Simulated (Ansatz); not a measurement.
# BaMg2AsP (built on the sites of a database entry of BaMg2P2): relaxing the cell for a phonon run

Aim: bring BaMg2AsP (built on the sites of a database entry of BaMg2P2) to small forces and stress, as phonons need.

Method: DFT LDA, scalar-relativistic, plane waves, PAW, in Ansatz 0.2.0.

The structure was built from a prototype and need not be the compound's stable phase.

**1. Set-up**

The structure is trigonal, space group P3m1 (No. 156). Conventional cell: a = 4.404 Å, b = 4.404 Å, c = 7.678 Å, α = 90.00°, β = 90.00°, γ = 120.00°. Ba has 3 As at 3.32 Å and 3 P at 3.32 Å nearest. Mg has 1 As at 2.63 Å and 3 P at 2.65 Å nearest. Mg has 1 P at 2.63 Å and 3 As at 2.65 Å nearest. Nearest to As lie 4 Mg at 2.63 to 2.65 Å and 3 Ba at 3.32 Å. Nearest to P lie 4 Mg at 2.63 to 2.65 Å and 3 Ba at 3.32 Å. Farther neighbours are not listed.

**2. A coarse first look**

First a cheap look: the gap decides the mesh and the occupations, the pressure tells how far the cell has to move.

input.yaml

```yaml
crystal:
  lattice:
    - [4.40383, 0.0, 0.0]
    - [-2.20191, 3.81383, 0.0]
    - [0.0, 0.0, 7.67821]
  atoms:
    - { symbol: Ba, position: [0.0, 0.0, 0.0] }
    - { symbol: Mg, position: [0.66666667, 0.33333333, 0.37813727] }
    - { symbol: Mg, position: [0.33333333, 0.66666667, 0.62186273] }
    - { symbol: As, position: [0.66666667, 0.33333333, 0.72124853] }
    - { symbol: P, position: [0.33333333, 0.66666667, 0.27875147] }
kpoints:
  mp_grid: { grid: [6, 6, 4] }
hamiltonian:
  xc: lda
scf:
  occupations: { method: gaussian, width: 0.1 }
output:
  forces: true
  stress: true
  eigenvalues: true
```

Launch:

```
$ ansatz run input.yaml --threads 8 --pin off --max-ram 14336MiB --backend cpu --events-out ev --progress --plain --runs-dir out
```

Numbers of over 12 decimals in the logs are rounded to 6 here.

Output:

```text
Engine: ansatz 0.2.0, x86_64-unknown-linux-gnu
Pseudopotentials: kind: paw
Pseudopotential: Ba, paw, valence charge 10, recommended cutoff 420 eV (normal), Ba.paw.azcp
Pseudopotential: Mg, paw, valence charge 10, recommended cutoff 420 eV (normal), Mg.paw.azcp
Pseudopotential: As, paw, valence charge 15, recommended cutoff 420 eV (normal), As.paw.azcp
[...]
k-point 0: bands = [... 21 lower, 5.7207, 6.4704, 6.5507, 6.5507, 8.0801, 8.9023, 9.0216, 9.8705, ... 1 higher]
  k-point 1: bands = [... 21 lower, 5.8134, 5.8134, 6.3879, 6.3879, 8.5956, 8.9980, 9.4265, 9.7392, ... 1 higher]
  k-point 2: bands = [... 21 lower, 6.0485, 6.0485, 6.0885, 6.0885, 8.5381, 9.3869, 9.6358, 9.6358, ... 1 higher]
  k-point 23: bands = [... 21 lower, 4.2907, 4.7481, 5.2966, 5.3067, 9.1056, 9.1114, 10.6922, 10.9777, ... 1 higher]
[key lines of the parts left out:]
SCF converged after 7 iterations
Free energy (F): -15087.275864 eV
Fermi energy:    7.046557 eV
P = ⅓ Tr σ = -1.9979 GPa (-19.979 kbar)
```

Wall time 0.85 s (8 threads of Intel Xeon 6975P-C (Granite Rapids), shared host); peak memory 0.56 GiB.

Numbers from this step:

* pressure: -1.998 GPa
* gap on the k-mesh: 0.9958 eV
* volume per atom: 25.79 Å³
* direct gap on mesh: 1.529 eV

The coarse mesh shows a gap of 1.00 eV and a pressure of -2.0 GPa.

**3. Bringing the structure to rest**

The cell and atoms are relaxed, since residual forces and stress would shift the frequencies.

Edit input.yaml of step 2 so:

```diff
@@ -16,3 +16,3 @@
 scf:
-  occupations: { method: gaussian, width: 0.1 }
+  occupations: { method: gaussian, width: 0.02 }
 output:
@@ -21 +21,6 @@
   eigenvalues: true
+relax:
+  adjacent_minimum: "off"
+  f_tol: 0.005
+  max_steps: 80
+  cell: { stress_tol: 0.05 }
```

Output:

```text
[...]
Crystal: 5 atoms, lattice volume = 128.959 Å³
Basis set: ecut = 420 eV, 2527 PW (Γ)
Bands: 30, of which v1, the nominal top of the filled ones, is band 25 counted from 1 (24 counted from 0)
Symmetry: 6 space group operations
[...]
k-points: 24 of 144 (time reversal used)
[...]
SCF iter   1: F=—  HF=-15087.290836 eV  |F-HF|=—  |Δ(HF+E_count)|=         —  Δρ=5.46e-3  dr2=3.24e-2  ethr=1.77e-3  ⟨swp⟩=8.9  Hψ=3738  notcnv=0
[...]
SCF iter   7: F=-15087.275864 eV  HF=-15087.275864 eV  |F-HF|=3.22e-8  |Δ(HF+E_count)|=   2.21e-7  Δρ=4.95e-6  dr2=5.82e-8  ethr=2.00e-10  ⟨swp⟩=11.2  Hψ=4061  notcnv=0
SCF 1 converged in 7 iterations: F = -15087.275864 eV  dr2 = 5.82e-8
[...]
relax step   1: F+E_penalty+E_count = -15087.27586446 eV  Δ(F+E_penalty+E_count) = +0.000e0 eV  max|allowed force component| = 4.307e-1 eV/Å  Δτ_max = 0.0000 Å  P = -1.998 GPa  Ω = 128.959 Å³  (7 SCF iters, dr2 threshold 1.00e-7 eV, accepted)
Crystal: 5 atoms, lattice volume = 121.785 Å³
Basis set: ecut = 420 eV, 2395 PW (Γ)
[...]
iter 1 solved again at ethr=1.87e-4 eV; its pass at ethr=3.10e-3 eV (dr2=9.37e-2 eV) is discarded
[...]
SCF iter   7: F=-15087.328560 eV  HF=-15087.328560 eV  |F-HF|=9.76e-8  |Δ(HF+E_count)|=   1.34e-7  Δρ=6.61e-6  dr2=7.24e-8  ethr=1.00e-9  ⟨swp⟩=6.0  Hψ=3301  notcnv=0
SCF 2 converged in 7 iterations: F = -15087.328560 eV  dr2 = 7.24e-8
relax step   2: F+E_penalty+E_count = -15087.32856032 eV  Δ(F+E_penalty+E_count) = -5.270e-2 eV  max|allowed force component| = 2.507e-1 eV/Å  Δτ_max = 0.0953 Å  P = +0.639 GPa  Ω = 121.785 Å³  energy of the carried Pulay correction = +6.359e-4 eV  (7 SCF iters, dr2 threshold 5.00e-7 eV, accepted)
Crystal: 5 atoms, lattice volume = 123.681 Å³
Basis set: ecut = 420 eV, 2431 PW (Γ)
[...]
SCF iter   6: F=-15087.343648 eV  HF=-15087.343648 eV  |F-HF|=6.18e-8  |Δ(HF+E_count)|=   2.37e-7  Δρ=5.73e-6  dr2=8.16e-8  ethr=1.00e-9  ⟨swp⟩=7.0  Hψ=3696  notcnv=0
SCF 3 converged in 6 iterations: F = -15087.343648 eV  dr2 = 8.16e-8
relax step   3: F+E_penalty+E_count = -15087.34364829 eV  Δ(F+E_penalty+E_count) = -1.509e-2 eV  max|allowed force component| = 1.790e-2 eV/Å  Δτ_max = 0.0363 Å  P = -0.128 GPa  Ω = 123.681 Å³  energy of the carried Pulay correction = +4.643e-4 eV  (6 SCF iters, dr2 threshold 5.00e-7 eV, accepted)
[...]
relax step   4: F+E_penalty+E_count = -15087.34403097 eV  Δ(F+E_penalty+E_count) = -3.827e-4 eV  max|allowed force component| = 1.132e-2 eV/Å  Δτ_max = 0.0050 Å  P = -0.009 GPa  Ω = 123.413 Å³  energy of the carried Pulay correction = +4.884e-4 eV  (4 SCF iters, dr2 threshold 9.54e-8 eV, accepted)
[...]
relax step   5: F+E_penalty+E_count = -15087.34403439 eV  Δ(F+E_penalty+E_count) = -3.415e-6 eV  max|allowed force component| = 8.782e-3 eV/Å  Δτ_max = 0.0024 Å  P = -0.005 GPa  Ω = 123.404 Å³  energy of the carried Pulay correction = +4.892e-4 eV  (5 SCF iters, dr2 threshold 8.01e-9 eV, accepted)
[...]
relax step   6: F+E_penalty+E_count = -15087.34404911 eV  Δ(F+E_penalty+E_count) = -1.472e-5 eV  max|allowed force component| = 3.670e-4 eV/Å  Δτ_max = 0.0012 Å  P = -0.000 GPa  Ω = 123.392 Å³  energy of the carried Pulay correction = +4.903e-4 eV  (4 SCF iters, dr2 threshold 4.82e-9 eV, accepted)
[...]
SCF iter   1: F=—  HF=-15087.343636 eV  |F-HF|=—  |Δ(HF+E_count)|=         —  Δρ=2.29e-5  dr2=8.91e-8  ethr=1.56e-6  ⟨swp⟩=3.0  Hψ=5404  notcnv=0
eigensolver tolerance schedule: the retry pair's looser diagonalisation over-reported the residual by 8762.17 of it (diagonalisation noise at an unbounded share of the residual, at the tolerance the schedule requests for it); recorded, not acted on — ethr = c·dr2/N_el stays at c = 1.0e-1
[...]
SCF iter   2: F=—  HF=-15087.343640 eV  |F-HF|=—  |Δ(HF+E_count)|=   4.22e-6  Δρ=1.34e-5  dr2=6.83e-8  ethr=1.78e-10  ⟨swp⟩=4.0  Hψ=2084  notcnv=0
[...]
SCF iter   5: F=-15087.343640 eV  HF=-15087.343640 eV  |F-HF|=1.09e-11  |Δ(HF+E_count)|=  5.09e-11  Δρ=1.16e-7  dr2=1.40e-11  ethr=1.00e-12  ⟨swp⟩=7.2  Hψ=3741  notcnv=0
SCF 7 converged in 5 iterations: F = -15087.343640 eV  dr2 = 1.40e-11
relax step   7: F+E_penalty+E_count = -15087.34364006 eV  Δ(F+E_penalty+E_count) = +4.091e-4 eV  max|allowed force component| = 3.515e-4 eV/Å  Δτ_max = 0.0000 Å  P = -0.004 GPa  Ω = 123.392 Å³  stress off target by 5.04e-3 GPa  SCF on the basis re-selected at this cell (its energy is not comparable with the rows above)  (5 SCF iters)
basis re-selected at this cell: Δ(F+E_penalty+E_count) = +4.091e-4 eV, ΔP = -0.003 GPa vs the last step (what re-selecting the basis moved, of the pressure what is left beyond the Pulay correction that the steps carried, after the strain that the cell walked since its last selection, with what the two solves' SCF thresholds leave and, on support functions, any second-order correction that the steps lacked; it is no m [...]
SCF converged after 5 iterations
Free energy (F): -15087.343640 eV
[...]
Internal energy: -15087.343640 eV  (E = F + TS)
E sigma→0 (E₀):  -15087.343640 eV
Fermi energy:    7.479181 eV
[...]
--- Forces (eV/Å), atoms counted from 1 ---
  atom   1  Ba     0.00000000     0.00000000     0.00035127
  atom   2  Mg    -0.00000000     0.00000000     0.00009488
  atom   3  Mg     0.00000000     0.00000000    -0.00017841
  atom   4  As    -0.00000000     0.00000000    -0.00021787
  atom   5  P      0.00000000     0.00000000    -0.00005082
  max |Σ_I F_I| component: 9.40e-7 eV/Å
--- Stress (GPa, compression-positive) ---
       -0.003027       0.000000      -0.000000
        0.000000      -0.003027       0.000000
       -0.000000       0.000000      -0.005036
  P = ⅓ Tr σ = -0.0037 GPa (-0.037 kbar)
--- Band table (eV; the first three rows and the last of 24) ---
  k-point 0: bands = [... 21 lower, 6.0289, 6.9377, 6.9809, 6.9809, 8.7358, 9.3767, 9.5824, 10.3248, ... 1 higher]
  k-point 1: bands = [... 21 lower, 6.1160, 6.1160, 6.8162, 6.8162, 9.1465, 9.6552, 9.9606, 10.1768, ... 1 higher]
  k-point 2: bands = [... 21 lower, 6.2636, 6.2636, 6.5979, 6.5979, 9.0684, 9.9840, 10.0620, 10.0620, ... 1 higher]
  k-point 23: bands = [... 21 lower, 4.7263, 5.0981, 5.6480, 5.7187, 9.5754, 9.6786, 11.0231, 11.4690, ... 1 higher]
--- Relaxed structure (6 steps of the walk, 6 accepted, 1 SCFs on fresh bases) ---
  F+E_penalty+E_count = -15087.34364006 eV   max|allowed force component| = 3.515e-4 eV/Å   (the final SCF, on the basis selected at the relaxed cell)
  cell:  # Å, volume = 123.3919 Å³
    - [4.358441, -2.856998027807461e-6, 4.6105539942774374e-18]
    - [-2.179218, 3.774522, -2.30527394603677e-18]
    - [8.03863808031196e-18, 0, 7.500562]
  atoms:
    - { symbol: Ba, position: [-2.79851584019553e-19, 0, 0.0043372] }
    - { symbol: Mg, position: [0.666667, 0.333333, 0.372354] }
    - { symbol: Mg, position: [0.333333, 0.666667, 0.620315] }
    - { symbol: As, position: [0.666667, 0.333333, 0.729677] }
    - { symbol: P, position: [0.333333, 0.666667, 0.273317] }
```

The job ended after 5.5 s (8 threads; peak memory 0.62 GiB; 35 s of CPU time).

Step by step:

```
step  energy less that of the first step (eV)  largest force component (eV/Å)  pressure (GPa)  volume (Å³)
   1                                   0.0000                          0.4307           -2.00       128.96
   2                                  -0.0527                          0.2507            0.64       121.79
   3                                  -0.0678                          0.0179           -0.13       123.68
   4                                  -0.0682                          0.0113           -0.01       123.41
   5                                  -0.0682                          0.0088            0.00       123.40
   6                                  -0.0682                          0.0004            0.00       123.39
  7*                                  -0.0678                          0.0004            0.00       123.39
```

Relaxation steps marked * repeat the geometry before them on a plane-wave basis chosen anew for their cell, so energy and pressure can jump there.

Forces are held to the 6 operations that the run works with; a distortion that breaks them can't arise in this run.

```
conventional cell, symmetrised  before  after  change
                         a (Å)   4.404  4.358  -1.0 %
                         b (Å)   4.404  4.358  -1.0 %
                         c (Å)   7.678  7.501  -2.3 %
              volume (Å³/atom)   25.79  24.68  -4.3 %
```

The atoms that moved most (Å, as changes of fractional coordinates times the final cell):

```
atom     dx     dy      dz  length
 As4  0.000  0.000   0.063   0.063
 Mg2  0.000  0.000  -0.043   0.043
  P5  0.000  0.000  -0.041   0.041
 Ba1  0.000  0.000   0.033   0.033
 Mg3  0.000  0.000  -0.012   0.012
```

The relaxed structure:

```xyz
5
Lattice="4.3584 0.0000 0.0000 -2.1792 3.7745 0.0000 0.0000 0.0000 7.5006" Properties=species:S:1:pos:R:3 pbc="T T T"
Ba    0.0000    0.0000    0.0325
Mg    2.1792    1.2582    2.7929
Mg    0.0000    2.5163    4.6527
As    2.1792    1.2582    5.4730
P     0.0000    2.5163    2.0500
```

This step gave:

- pressure: -0.003697 GPa
- gap on the k-mesh: 0.9967 eV
- volume per atom: 24.68 Å³
- direct gap on mesh: 1.629 eV

In this step the volume went from 25.79 to 24.68 Å³/atom.

**4. Relaxing to small forces for the phonons**

Phonons need a cell at rest on their own settings, so the relaxation is repeated with tight tolerances on forces and stress on the k mesh and occupations of the first response run.

input.yaml

```yaml
crystal:
  lattice:
    - [4.3584411462, -2.857e-06, 0.0]
    - [-2.1792180989, 3.774522182, 0.0]
    - [0.0, 0.0, 7.5005619047]
  atoms:
    - { symbol: Ba, position: [0.0, 0.0, 0.0043372039] }
    - { symbol: Mg, position: [0.6666666667, 0.3333333333, 0.3723536137] }
    - { symbol: Mg, position: [0.3333333333, 0.6666666667, 0.6203148749] }
    - { symbol: As, position: [0.6666666667, 0.3333333333, 0.7296768787] }
    - { symbol: P, position: [0.3333333333, 0.6666666667, 0.2733174288] }
kpoints:
  mp_grid: { grid: [6, 6, 4] }
hamiltonian:
  xc: lda
scf:
  occupations: { method: fixed }
output:
  forces: true
  stress: true
  eigenvalues: true
  write_density: true
  write_potential: true
  elf: true
  volumetric_format: npy
relax:
  adjacent_minimum: "off"
  f_tol: 0.001
  max_steps: 60
  cell: { stress_tol: 0.01 }
```

Output:

```text
[...]
Crystal: 5 atoms, lattice volume = 123.392 Å³
Basis set: ecut = 420 eV, 2431 PW (Γ)
Bands: 30, of which v1, the nominal top of the filled ones, is band 25 counted from 1 (24 counted from 0)
[... 1 set-up line as in the run before ...]
[...]
k-points: 24 of 144 (time reversal used)
[...]
cell:  # Å, volume = 123.3919 Å³
    - [4.358441, -2.856980036152279e-6, 0.0]
    - [-2.179218, 3.774522, 0.0]
    - [0.0, 0.0, 7.5005619047]
  atoms:
    - { symbol: Ba, position: [0.0, 0.0, 0.0043372039] }
    - { symbol: Mg, position: [0.666667, 0.333333, 0.372354] }
    - { symbol: Mg, position: [0.333333, 0.666667, 0.620315] }
    - { symbol: As, position: [0.666667, 0.333333, 0.7296768787] }
    - { symbol: P, position: [0.333333, 0.666667, 0.273317] }
[key lines of the parts left out:]
SCF converged after 7 iterations
Free energy (F): -15087.343640 eV
Fermi energy:    6.980936 eV
P = ⅓ Tr σ = -0.0037 GPa (-0.037 kbar)
```

It took 1.7 s on 8 threads; peak memory 0.61 GiB.

Little changed from the start: no atom moved by 0.005 Å and no cell edge by 0.1 %.

Numbers from this step:

| Property | Result |
| --- | --- |
| pressure | -0.003698 GPa |

Valence density in the ac plane at fractional y = 0.333, with atoms of Mg and As within 0.2 Å of it. It is the smooth field of the valence electrons, not physical close to the nuclei.

Ten steps, logarithmic in the rise over the least value, from '0' (0 e/Å³) to '9' (26 e/Å³), each cell a mean:
```
01110000000000
00000000000000
00000001111100
00000012233210
00000113565321
00000124798521
00000125899621
00000123676421
00000112343211
00000011122110
00000001111100
00000000010000
00000000232100
00000002576300
00000004898510
00000003798410
01111001454200
01111000010000
01110000000000
00000000000000
00000000000000
00100000000000
01110000000000
01110000000000
```
Columns run along a (4.4 Å), rows up along c (7.5 Å). Atoms in or near the plane, at fractional coordinates: Mg at (0.67, 0.37), As at (0.67, 0.73).

ELF in the ac plane at fractional y = 0.333, with atoms of Mg and As within 0.2 Å of it. It is the smooth field of the valence electrons, not physical close to the nuclei.

Ten even steps from '0' (0.04) to '9' (0.75), each cell a mean:
```
25653102465310
12331125898631
10100259999963
20001589999996
52014898756899
74136997322699
84237997322689
73126998534799
62015898877899
41013789999997
21012468888875
21112343322343
23333210121002
45554301444202
67777403424402
88888612434304
99999730343116
99999851000047
77777752100246
34444332111233
11111111000011
12221000000000
24542000000000
35764100111000
```
Columns run along a (4.4 Å), rows up along c (7.5 Å). Atoms in or near the plane, at fractional coordinates: Mg at (0.67, 0.37), As at (0.67, 0.73).

Electrostatic potential energy in the ac plane at fractional y = 0.333, with atoms of Mg and As within 0.2 Å of it. With pseudopotentials it is smooth inside the atoms' cores, unlike the true potential.

Ten even steps from '0' (-30 eV) to '9' (10 eV), each cell a mean:
```
88778999999999
88888999999999
99999999988999
99999997656799
99999985676579
99999975999668
99999975999768
99999975788579
99999996555689
99999998877899
99999999988999
99999998888899
99999987534689
99999985100379
99999973000168
99999983000278
99999986212589
99999998767899
99999999888999
99999999999999
99999999999999
98889999999999
88788999999999
87778899999999
```
Columns run along a (4.4 Å; values clipped at the 3rd and 97th percentile), rows up along c (7.5 Å). Atoms in or near the plane, at fractional coordinates: Mg at (0.67, 0.37), As at (0.67, 0.73).

The largest force component left is 0.35 meV/Å and the pressure is -0.004 GPa, within the tolerances set. The cell now holds 24.68 Å³/atom.

**5. Summary of results**

```json
{
  "space group after relaxation (within 0.01 Å)": "P3m1",
  "lattice constant a": "4.358 Å",
  "lattice constant b": "4.358 Å",
  "lattice constant c": "7.501 Å",
  "volume per atom": "24.7 Å³",
  "gap on the k-mesh": "0.997 eV"
}
```

**Reading.** The largest force component left is 0.35 meV/Å and the pressure is -0.004 GPa, within the tolerances set. The cell now holds 24.68 Å³/atom. The relaxation keeps the symmetry of its start, so it says nothing on stability against lower symmetry. Spin-orbit coupling is left out, which can matter for the heavy elements here. The starting cell was built on a prototype and not taken from a measurement, so the phase need not exist.

[Logs are printed without paths, hosts, clocks, repeated set-up lines and the standing remarks that a program may print on its own settings, such as how far it seeks lower states.]

[Hosts, paths, dates, database ids (printed as entryN), source tags and the programs' standing remarks are cut or masked in the printed files.]
